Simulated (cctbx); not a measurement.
## Accept or mend?

Cell a = 8.1220 Å, b = 8.1220 Å, c = 5.5370 Å, α = 90.00°, β = 90.00°, γ = 120.00°; space group P6_3/mcm (no. 193).

Simulated single-crystal data (cctbx): Mo Kα, λ = 0.71073 Å, to d = 0.6 Å, 50 % of the full sphere, strongest reflection 5000 counts, noise from counting, a 1.5 % proportional error and a noise floor of 15 counts (s.d.); no absorption.

An anisotropic refinement with weights 1/σ² prints:

```text
Rint 0.039, 37 unique reflections to 1.31 A
cycle     R1     wR2    GooF  max shift (A)
   1  0.0193  0.0263   1.312   0.00601
   2  0.0166  0.0212   1.059   0.00000
final R1 0.0166 wR2 0.0212 GooF 1.059  parameters 10  data/parameter 3.7
atom        x        y        z      Ueq    occ   su(xyz)  su(Uiso or U11)
Sn1    0.00000  0.40485  0.75000   0.0034  1.000  0.00029  0.0012
Ge1    0.00000  0.77555  0.75000   0.0063  1.000  0.00037  0.0024
Ge2    0.33333  0.66667  0.50000   0.0044  1.000  0.00000  0.0015
difference map: max 0.69 min -1.02 rms 0.25
Q1    0.2143  0.5382  0.2500   12    0.70  1.71 A from Ge2
Q2    0.0000  0.3184  0.1309   12    0.70  1.01 A from Ge1
Q3    0.0000  0.1332  0.2500    6    0.59  0.74 A from Ge1
Q4    0.0000  0.4502  0.7500    6    0.56  0.37 A from Sn1
Q5    0.3333  0.6667  0.2500    4    0.43  1.38 A from Ge2
Q6    0.3333  0.6667  0.0000    4    0.40  0.00 A from Ge2
```

**Question.** Can this result stand? If not, what is the likely fault?

Mend it. The fault: data cut at low resolution. Against the right model at the same level, R1 goes from 0.0233 to 0.0166 and GooF from 0.94 to 1.06. The atoms are right, but there are too few data for the parameters: R1 flatters and the s.u.s grow. Data per parameter fall from 30.5 to 3.7.

The compound is Sn3Ge5. The right model at the same level gives:

```text
Rint 0.090, 305 unique reflections to 0.60 A
cycle     R1     wR2    GooF  max shift (A)
   1  0.0232  0.0353   0.943   0.00006
   2  0.0233  0.0350   0.935   0.00000
final R1 0.0233 wR2 0.0350 GooF 0.935  parameters 10  data/parameter 30.5
atom        x        y        z      Ueq    occ   su(xyz)  su(Uiso or U11)
Sn1    0.00000  0.40475  0.75000   0.0040  1.000  0.00006  0.0002
Ge1    0.00000  0.77481  0.75000   0.0063  1.000  0.00010  0.0003
Ge2    0.33333  0.66667  0.50000   0.0054  1.000  0.00000  0.0002
difference map: max 4.57 min -3.24 rms 0.76
Q1    0.0000  0.4357  0.6258   12    4.60  0.73 A from Sn1
Q2    0.1797  0.4899  0.2500   12    2.82  1.90 A from Ge1
Q3    0.0000  0.3812  0.1333   12    2.71  1.42 A from Ge1
Q4    0.3333  0.6667  0.0000    4    2.60  0.00 A from Ge2
Q5    0.0000  0.0000  0.2500    2    2.58  1.83 A from Ge1
Q6    0.2121  0.4971  0.7500   12    2.44  1.50 A from Sn1
```

The model was made for the exercise: a known structure type with other elements put in, its volume estimated, not relaxed; displacement parameters are assumed.

[Middle refinement cycles are left out of these outputs.]

[Logs are printed without paths, hosts, clocks, repeated set-up lines and the standing remarks that a program may print on its own settings, such as how far it seeks lower states.]
